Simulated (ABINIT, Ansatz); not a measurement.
# K2TaNbO6 (P4/mmm): G0W0 on several meshes in ABINIT

Aim: the GW shift of K2TaNbO6 (P4/mmm) against the k mesh.

Main program and level: ABINIT 10.8.3; LDA and many-body steps on it, plane waves.

## Step 1: Set-up

It takes space group P4/mmm (No. 123, tetragonal). The conventional cell has a = 4.052 Å, b = 4.052 Å, c = 8.100 Å, α = 90.00°, β = 90.00°, γ = 90.00°. K has 12 O at 2.86 to 2.87 Å nearest. Nearest to Ta lie 6 O at 2.01 to 2.03 Å. Nb has 6 O at 2.03 to 2.04 Å nearest. Nearest to O lie 1 Ta at 2.01 Å and 1 Nb at 2.04 Å and 4 K at 2.86 Å. Nearest to O lie 2 Ta at 2.03 Å and 4 K at 2.87 Å. Nearest to O lie 2 Nb at 2.03 Å and 4 K at 2.86 Å. Farther neighbours and most contacts between anions are not listed.

The cell and positions are those that the Materials Project relaxed with its own functionals (PBE, PBE+U or r2SCAN), kept fixed. Spin-orbit coupling is left out unless a step names it.

## Step 2: Empty states on the mesh, 2×2×1 mesh, 280 bands

This step: ABINIT 10.8.3; DFT, LDA, plane waves, norm-conserving pseudopotentials.

The sums over transitions need many empty states on a uniform mesh; this step solves for them.

The input, run.abi:

```
acell 3*1.0 Angstrom
rprim 
  4.051501000000 0.000000000000 0.000000000000
  0.000000000000 4.051501000000 0.000000000000
  0.000000000000 0.000000000000 8.099891000000
ntypat 4
znucl 19 73 41 8
natom 10
typat 1 1 2 3 4 4 4 4 4 4
xred 
  0.500000000000 0.500000000000 0.251188000000
  0.500000000000 0.500000000000 0.748812000000
  0.000000000000 0.000000000000 0.000000000000
  0.000000000000 0.000000000000 0.500000000000
  0.000000000000 0.000000000000 0.247978000000
  0.000000000000 0.000000000000 0.752022000000
  0.000000000000 0.500000000000 0.000000000000
  0.500000000000 0.000000000000 0.000000000000
  0.000000000000 0.500000000000 0.500000000000
  0.500000000000 0.000000000000 0.500000000000
pp_dirpath "pseudos"
pseudos "K.upf, Ta.upf, Nb.upf, O.upf"
ecut 37
ngkpt 2 2 1
nshiftk 1
shiftk 0 0 0
kptopt 1
chksymbreak 0
iscf -2
irdden 1
istwfk *1
nband 280
nbdbuf 24
tolwfr 1e-09
nstep 60
prtvol 0
indata_prefix "in"
outdata_prefix "out"
tmpdata_prefix "tmp"
```

The run is started by

```console
> OMP_NUM_THREADS=1 mpirun -n 4 abinit run.abi > log
```

Numbers of over 12 decimals in the logs are rounded to 6 here.

What it wrote:

```text
.Version 10.8.3 of ABINIT. v10.8.2 released Aug 2026.

 Symmetries : space group P4/m m m (#123); Bravais tP (primitive tetrag.)
[... echo of the input left out ...]
== DATASET  1 ==================================================================
-   mpi_nproc: 4, omp_nthreads: 1 (-1 if OMP is not activated)
-    --> not optimal distribution: autoparal keyword recommended in input file <--

--- !DatasetInfo
iteration_state: {dtset: 1, }
dimensions: {natom: 10, nkpt: 3, mband: 280, nsppol: 1, nspinor: 1, nspden: 1, mpw: 9640, }
cutoff_energies: {ecut:  37.0, pawecutdg:  -1.0, }
[...]
2.93397    2.93397    2.94022    2.94913    2.94980    2.96023    2.96926    2.97134
   3.01266    3.01811    3.02872    3.02905    3.03153    3.03973    3.04632    3.05062
 prteigrs : prtvol=0 or 1, do not print more k-points.

== END DATASET(S) ==============================================================
================================================================================

 -outvars: echo values of variables after computation  --------
            nband         280
             nkpt           3
          spgroup         123
 [... the other variables as echoed above ...]

 Calculation completed.
```

The job ended after 5.8 min (4 MPI ranks of Arm Neoverse N1, shared host; peak memory 0.48 GiB; 23 min of CPU time).

This step gave:

```
gap                                                           : 1.316 eV
k of the valence top                                          : 0.5, 0.5, 0
k of the conduction bottom                                    : 0, 0, 0
least direct gap                                              : 1.783 eV
k points computed                                             : 3
lowest point of the top converged band, above the valence top : 72.9532 eV
```

On this mesh the gap is 1.316 eV.

The density comes from a self-consistent run that is not shown.

## Step 3: Screening, 2×2×1 mesh, 128 bands, screening to 114.3 eV

The RPA dielectric matrix is built and inverted for each q.

This step: RPA screening on LDA, plane waves, norm-conserving pseudopotentials.

Changes to run.abi since step 2:

```diff
@@ -28,10 +28,11 @@
 chksymbreak 0
-iscf -2
-irdden 1
 istwfk *1
-nband 280
-nbdbuf 24
-tolwfr 1e-09
-nstep 60
-prtvol 0
+occopt 1
+irdwfk 1
+optdriver 3
+nband 128
+ecuteps 4.2
+inclvkb 2
+awtr 1
+symchi 1
 indata_prefix "in"
```

What it wrote:

```text
.Version 10.8.3 of ABINIT. v10.8.2 released Aug 2026.

 Symmetries : space group P4/m m m (#123); Bravais tP (primitive tetrag.)
[... echo of the input left out ...]
== DATASET  1 ==================================================================
-   mpi_nproc: 4, omp_nthreads: 1 (-1 if OMP is not activated)

--- !DatasetInfo
iteration_state: {dtset: 1, }
dimensions: {natom: 10, nkpt: 3, mband: 128, nsppol: 1, nspinor: 1, nspden: 1, mpw: 9640, }
cutoff_energies: {ecut:  37.0, pawecutdg:  -1.0, }
electrons: {nelect:   8.00000000E+01, charge:   0.00000000E+00, occopt:   1.00000000E+00, tsmear:   1.00000000E-02, }

 SCREENING: Calculation of the susceptibility and dielectric matrices

 Based on a program developped by R.W. Godby, V. Olevano, G. Onida, and L. Reining.
 Incorporated in ABINIT by V. Olevano, G.-M. Rignanese, and M. Torrent.
.Using double precision arithmetic ; gwpc =  8

[... cell and pseudopotentials left out ...]
--------------------------------------------------------------------------------

 ==== K-mesh for the wavefunctions ====
 Number of points in the irreducible wedge :     3
[... list of points left out ...]
 Together with 16 symmetry operations and time-reversal symmetry
 yields     4 points in the full Brillouin Zone.

 ==== Q-mesh for the screening function ====
 Number of points in the irreducible wedge :     3
[... list of points left out ...]
 Together with 16 symmetry operations and time-reversal symmetry
 yields     4 points in the full Brillouin Zone.

 setmesh: FFT mesh size selected  =    27x   27x   60
          total number of points  =        43740

 vcoul_init : cutoff-mode = AUXILIARY_FUNCTION
 q-points for optical limit:   1
     1)      0.000010    0.000020    0.000030

- screening: taking advantage of time-reversal symmetry
- Maximum band index for partially occupied states nbvw = 40
- Remaining bands to be divided among processors   nbcw = 88
- Number of bands treated by each node ~22

 Number of electrons calculated from density =   80.0000; Expected =   80.0000
 average of density, n =  0.089163
 r_s =    1.3886
 omega_plasma =   28.8036 [eV]

 calculating chi0 at frequencies [eV] :
  1    0.000000E+00    0.000000E+00
  2    0.000000E+00    2.880360E+01

--------------------------------------------------------------------------------
  q-point number  1        q = ( 0.000000, 0.000000, 0.000000) [r.l.u.]
--------------------------------------------------------------------------------
[... chi0 elements left out ...]
 For q-point:  0.000010 0.000020 0.000030
  dielectric constant =  12.1817
  dielectric constant without local fields =  13.0261

  Average fulfillment of the sum rule on Im[epsilon] for q-point    1 :     50.69  [%]
[... wings left out ...]
  q-point number  2        q = ( 0.500000, 0.000000, 0.000000) [r.l.u.]
--------------------------------------------------------------------------------
[... chi0 elements left out ...]
  Average fulfillment of the sum rule on Im[epsilon] for q-point    2 :     53.56  [%]

 [... 1 further q-points ...]
```

Elapsed: 80 s, on 4 MPI ranks; peak memory 1.6 GiB; 5.3 min of CPU time.

This step gave:

| Item | Value |
| --- | --- |
| ε∞ with local fields, on this mesh, along the program's q direction | 12.18 |
| the same without local fields | 13.03 |
| plasma frequency | 28.80 eV |
| plane waves in the screening matrix | 371 |

Local fields lower ε∞ by 6 %. On a Γ-centred mesh this coarse the value itself is usually too large, while a short band sum pulls it down.

## Step 4: 2×2×1

The self-energy is evaluated for the states that the input lists, and the levels follow from it, in one-shot runs by the linearised quasiparticle equation.

This step: G0W0 on LDA, plane waves, norm-conserving pseudopotentials.

Changes to run.abi since step 3:

```diff
@@ -31,8 +31,19 @@
 irdwfk 1
-optdriver 3
+optdriver 4
 nband 128
+gwcalctyp 0
+ecutsigx 37
+symsigma 1
+nkptgw 3
+kptgw 
+  0.5000000000 0.5000000000 0.0000000000
+  0.0000000000 0.0000000000 0.0000000000
+  0.5000000000 0.0000000000 0.0000000000
+bdgw 
+  38 42
+  39 43
+  39 42
 ecuteps 4.2
-inclvkb 2
-awtr 1
-symchi 1
+irdscr 1
+ppmodel 1
 indata_prefix "in"
```

What it wrote:

```text
.Version 10.8.3 of ABINIT. v10.8.2 released Aug 2026.

 Symmetries : space group P4/m m m (#123); Bravais tP (primitive tetrag.)
[... echo of the input left out ...]
== DATASET  1 ==================================================================
-   mpi_nproc: 4, omp_nthreads: 1 (-1 if OMP is not activated)

--- !DatasetInfo
iteration_state: {dtset: 1, }
dimensions: {natom: 10, nkpt: 3, mband: 128, nsppol: 1, nspinor: 1, nspden: 1, mpw: 9640, }
cutoff_energies: {ecut:  37.0, pawecutdg:  -1.0, }
electrons: {nelect:   8.00000000E+01, charge:   0.00000000E+00, occopt:   1.00000000E+00, tsmear:   1.00000000E-02, }

 SIGMA: Calculation of the GW corrections

 Based on a program developped by R.W. Godby, V. Olevano, G. Onida, and L. Reining.
 Incorporated in ABINIT by V. Olevano, G.-M. Rignanese, and M. Torrent.
.Using double precision arithmetic ; gwpc =  8

[... cell and pseudopotentials left out ...]
--------------------------------------------------------------------------------

 ==== K-mesh for the wavefunctions ====
 Number of points in the irreducible wedge :     3
[... list of points left out ...]
 Together with 16 symmetry operations and time-reversal symmetry
 yields     4 points in the full Brillouin Zone.

 ==== Q-mesh for screening function ====
 Number of points in the irreducible wedge :     3
[... list of points left out ...]
 Together with 16 symmetry operations and time-reversal symmetry
 yields     4 points in the full Brillouin Zone.

 vcoul_init : cutoff-mode = AUXILIARY_FUNCTION
 q-points for optical limit:   1
     1)      0.000010    0.000020    0.000030
 setmesh: FFT mesh size selected  =    45x   45x   90
          total number of points  =       182250

 Number of electrons calculated from density =   80.0000; Expected =   80.0000
 average of density, n =  0.089163
 r_s =    1.3886
 omega_plasma =   28.8036 [eV]

 === KS Band Gaps ===
  >>>> For spin  1
   Minimum direct gap =   1.7828 [eV], located at k-point      :   0.5000  0.0000  0.0000
   Fundamental gap    =   1.3158 [eV], Top of valence bands at :   0.5000  0.5000  0.0000
                                       Bottom of conduction at :   0.0000  0.0000  0.0000
 SIGMA fundamental parameters:
 PLASMON POLE MODEL  1
 number of plane-waves for SigmaX                 9629
 number of plane-waves for SigmaC and W            371
 number of plane-waves for wavefunctions          9629
 number of bands                                   128
 number of independent spin polarizations            1
 number of spinorial components                      1
 number of k-points in IBZ                           3
 number of q-points in IBZ                           3
 number of symmetry operations                      16
 number of k-points in BZ                            4
 number of q-points in BZ                            4
 number of frequencies for dSigma/dE                 9
 frequency step for dSigma/dE [eV]                0.25
 number of omega for Sigma on real axis              0
 max omega for Sigma on real axis  [eV]           0.00
 zcut for avoiding poles [eV]                     0.10

 EPSILON^-1 parameters (SCR file):
 dimension of the eps^-1 matrix on file            371
 dimension of the eps^-1 matrix used               371
 number of plane-waves for wavefunctions          9629
 number of bands                                   128
 number of q-points in IBZ                           3
 number of frequencies                               2
 number of real frequencies                          1
 number of imag frequencies                          1

 matrix elements of self-energy operator (all in [eV])

 Perturbative Calculation

--- !SelfEnergy_ee
iteration_state: {dtset: 1, }
kpoint     : [   0.500,    0.500,    0.000, ]
spin       : 1
KS_gap     :    4.084
QP_gap     :    5.582
Delta_QP_KS:    1.499
data: !SigmaeeData |
     Band     E0 <VxcDFT>   SigX SigC(E0)      Z dSigC/dE  Sig(E)    E-E0       E
       38   4.921 -19.856 -25.043   5.526   0.760  -0.316 -19.599   0.258   5.179
       39   4.921 -19.856 -25.043   5.526   0.760  -0.316 -19.599   0.258   5.179
       40   4.980 -19.825 -25.041   5.500   0.764  -0.310 -19.608   0.217   5.197
       41   9.064 -18.489 -12.286  -3.999   0.779  -0.284 -16.773   1.716  10.779
       42   9.064 -18.489 -12.286  -3.999   0.779  -0.284 -16.773   1.716  10.779

--- !SelfEnergy_ee
iteration_state: {dtset: 1, }
kpoint     : [   0.000,    0.000,    0.000, ]
spin       : 1
KS_gap     :    2.020
QP_gap     :    3.475
Delta_QP_KS:    1.455
data: !SigmaeeData |
     Band     E0 <VxcDFT>   SigX SigC(E0)      Z dSigC/dE  Sig(E)    E-E0       E
       39   4.275 -19.996 -25.476   5.609   0.766  -0.306 -19.897   0.099   4.374
[...]
--- !SelfEnergy_ee
iteration_state: {dtset: 1, }
kpoint     : [   0.500,    0.000,    0.000, ]
spin       : 1
KS_gap     :    1.783
QP_gap     :    3.138
Delta_QP_KS:    1.355
data: !SigmaeeData |
     Band     E0 <VxcDFT>   SigX SigC(E0)      Z dSigC/dE  Sig(E)    E-E0       E
[...]
40   4.884 -19.778 -24.946   5.507   0.760  -0.315 -19.520   0.257   5.141
       41   6.667 -15.714  -9.470  -4.241   0.805  -0.242 -14.101   1.612   8.279
       42   8.789 -18.585 -12.521  -3.910   0.780  -0.282 -16.905   1.680  10.469

 New Fermi energy :        2.253680E-01 Ha ,    6.132577E+00 eV

 === QP Band Gaps ===
  >>>> For spin  1
   Minimum direct gap =   3.1379 [eV], located at k-point      :   0.5000  0.0000  0.0000
   Fundamental gap    =   2.6519 [eV], Top of valence bands at :   0.5000  0.5000  0.0000
                                       Bottom of conduction at :   0.0000  0.0000  0.0000

== END DATASET(S) ==============================================================
================================================================================

 -outvars: echo values of variables after computation  --------
           etotal      0.0000000000E+00
            nband         128
             nkpt           3
          spgroup         123
 [... the other variables as echoed above ...]

 Calculation completed.
```

It took 29 s on 4 MPI ranks; peak memory 1.1 GiB; 1.9 min of CPU time.

Numbers from this step:

```
G0W0 gap on the points computed              : 2.652 eV
starting gap on the mesh                     : 1.316 eV
k of the valence top                         : 0.5, 0.5, 0
k of the conduction bottom                   : 0, 0, 0
Z at the valence top                         : 0.764
Z at the conduction bottom                   : 0.802
least direct G0W0 gap on the computed points : 3.138 eV
```

The gap on the mesh goes from 1.32 eV to 2.65 eV, a correction of +1.34 eV.

## Step 5: Empty states on the mesh, 4×4×2 mesh, 140 bands

This step: DFT, LDA, plane waves, norm-conserving pseudopotentials.

Changes to run.abi since step 4:

```diff
@@ -23,3 +23,3 @@
 ecut 37
-ngkpt 2 2 1
+ngkpt 4 4 2
 nshiftk 1
@@ -28,22 +28,10 @@
 chksymbreak 0
+iscf -2
+irdden 1
 istwfk *1
-occopt 1
-irdwfk 1
-optdriver 4
-nband 128
-gwcalctyp 0
-ecutsigx 37
-symsigma 1
-nkptgw 3
-kptgw 
-  0.5000000000 0.5000000000 0.0000000000
-  0.0000000000 0.0000000000 0.0000000000
-  0.5000000000 0.0000000000 0.0000000000
-bdgw 
-  38 42
-  39 43
-  39 42
-ecuteps 4.2
-irdscr 1
-ppmodel 1
+nband 140
+nbdbuf 12
+tolwfr 1e-09
+nstep 60
+prtvol 0
 indata_prefix "in"
```

What it wrote:

```text
.Version 10.8.3 of ABINIT. v10.8.2 released Aug 2026.

 Symmetries : space group P4/m m m (#123); Bravais tP (primitive tetrag.)
[... echo of the input left out ...]
== DATASET  1 ==================================================================
-   mpi_nproc: 4, omp_nthreads: 1 (-1 if OMP is not activated)

--- !DatasetInfo
iteration_state: {dtset: 1, }
dimensions: {natom: 10, nkpt: 12, mband: 140, nsppol: 1, nspinor: 1, nspden: 1, mpw: 9684, }
cutoff_energies: {ecut:  37.0, pawecutdg:  -1.0, }
[...]
1.49145    1.49212    1.49212    1.50462    1.50547    1.51488    1.51488    1.52154
   1.55683    1.55756    1.55779    1.57486    1.57486    1.60223    1.63027    1.63122
   1.63187    1.63188    1.72139    1.72386
 prteigrs : prtvol=0 or 1, do not print more k-points.

== END DATASET(S) ==============================================================
================================================================================

 -outvars: echo values of variables after computation  --------
            nband         140
             nkpt          12
          spgroup         123
 [... the other variables as echoed above ...]

 Calculation completed.
```

Run time: 4.7 min. Hardware: 4 MPI ranks; peak memory 0.64 GiB; 19 min of CPU time.

This step gave:

* gap: 1.316 eV
* k of the valence top: 0.5, 0.5, 0
* k of the conduction bottom: 0, 0, 0
* least direct gap: 1.783 eV
* k points computed: 12
* lowest point of the top converged band, above the valence top: 35.65 eV

On this mesh the gap is 1.316 eV.

## Step 6: Screening, 4×4×2 mesh, 128 bands, screening to 114.3 eV

This step: RPA screening on LDA, plane waves, norm-conserving pseudopotentials.

Changes to run.abi since step 5:

```diff
@@ -28,10 +28,11 @@
 chksymbreak 0
-iscf -2
-irdden 1
 istwfk *1
-nband 140
-nbdbuf 12
-tolwfr 1e-09
-nstep 60
-prtvol 0
+occopt 1
+irdwfk 1
+optdriver 3
+nband 128
+ecuteps 4.2
+inclvkb 2
+awtr 1
+symchi 1
 indata_prefix "in"
```

What it wrote:

```text
.Version 10.8.3 of ABINIT. v10.8.2 released Aug 2026.

 Symmetries : space group P4/m m m (#123); Bravais tP (primitive tetrag.)
[... echo of the input left out ...]
== DATASET  1 ==================================================================
-   mpi_nproc: 4, omp_nthreads: 1 (-1 if OMP is not activated)

--- !DatasetInfo
iteration_state: {dtset: 1, }
dimensions: {natom: 10, nkpt: 12, mband: 128, nsppol: 1, nspinor: 1, nspden: 1, mpw: 9684, }
cutoff_energies: {ecut:  37.0, pawecutdg:  -1.0, }
electrons: {nelect:   8.00000000E+01, charge:   0.00000000E+00, occopt:   1.00000000E+00, tsmear:   1.00000000E-02, }

 SCREENING: Calculation of the susceptibility and dielectric matrices

 Based on a program developped by R.W. Godby, V. Olevano, G. Onida, and L. Reining.
 Incorporated in ABINIT by V. Olevano, G.-M. Rignanese, and M. Torrent.
.Using double precision arithmetic ; gwpc =  8

[... cell and pseudopotentials left out ...]
--------------------------------------------------------------------------------

 ==== K-mesh for the wavefunctions ====
 Number of points in the irreducible wedge :    12
[... list of points left out ...]
 Together with 16 symmetry operations and time-reversal symmetry
 yields    32 points in the full Brillouin Zone.

 ==== Q-mesh for the screening function ====
 Number of points in the irreducible wedge :    12
[... list of points left out ...]
 Together with 16 symmetry operations and time-reversal symmetry
 yields    32 points in the full Brillouin Zone.

 setmesh: FFT mesh size selected  =    27x   27x   60
          total number of points  =        43740

 vcoul_init : cutoff-mode = AUXILIARY_FUNCTION
 q-points for optical limit:   1
     1)      0.000010    0.000020    0.000030

- screening: taking advantage of time-reversal symmetry
- Maximum band index for partially occupied states nbvw = 40
- Remaining bands to be divided among processors   nbcw = 88
- Number of bands treated by each node ~22

 Number of electrons calculated from density =   80.0000; Expected =   80.0000
 average of density, n =  0.089163
 r_s =    1.3886
 omega_plasma =   28.8036 [eV]

 calculating chi0 at frequencies [eV] :
  1    0.000000E+00    0.000000E+00
  2    0.000000E+00    2.880360E+01

--------------------------------------------------------------------------------
  q-point number  1        q = ( 0.000000, 0.000000, 0.000000) [r.l.u.]
--------------------------------------------------------------------------------
[... chi0 elements left out ...]
 For q-point:  0.000010 0.000020 0.000030
  dielectric constant =   6.7084
  dielectric constant without local fields =   7.0805

  Average fulfillment of the sum rule on Im[epsilon] for q-point    1 :     50.86  [%]
[... wings left out ...]
  q-point number  2        q = ( 0.250000, 0.000000, 0.000000) [r.l.u.]
--------------------------------------------------------------------------------
[... chi0 elements left out ...]
  Average fulfillment of the sum rule on Im[epsilon] for q-point    2 :     59.48  [%]

 [... 10 further q-points ...]
```

Wall time 11 min (4 MPI ranks); peak memory 3.5 GiB; 43 min of CPU time.

This step gave:

- ε∞ with local fields, on this mesh, along the program's q direction: 6.708
- the same without local fields: 7.080
- plasma frequency: 28.80 eV
- plane waves in the screening matrix: 371

(Continued in part 2 of 2.)

[Paths, hosts, dates, memory and timing lines, banners, echoed tables and standing remarks are left out of the program output.]

[Logs are printed without paths, hosts, clocks, repeated set-up lines and the standing remarks that a program may print on its own settings, such as how far it seeks lower states.]

[Runs of the session that timed out or met a known fault of the program may be left out.]

[Hosts, paths, dates, database ids (printed as entryN), source tags and the programs' standing remarks are cut or masked in the printed files.]

[G0W0 gaps are taken among the corrected bands and points alone; a level outside them can change the order at an edge.]

[Where Ansatz stands beside ABINIT at settings called matched, ABINIT's density can come from a denser mesh and the files from another edition; pairs whose starting gaps differed by over 0.03 eV were left out, so agreement reads better than it is.]
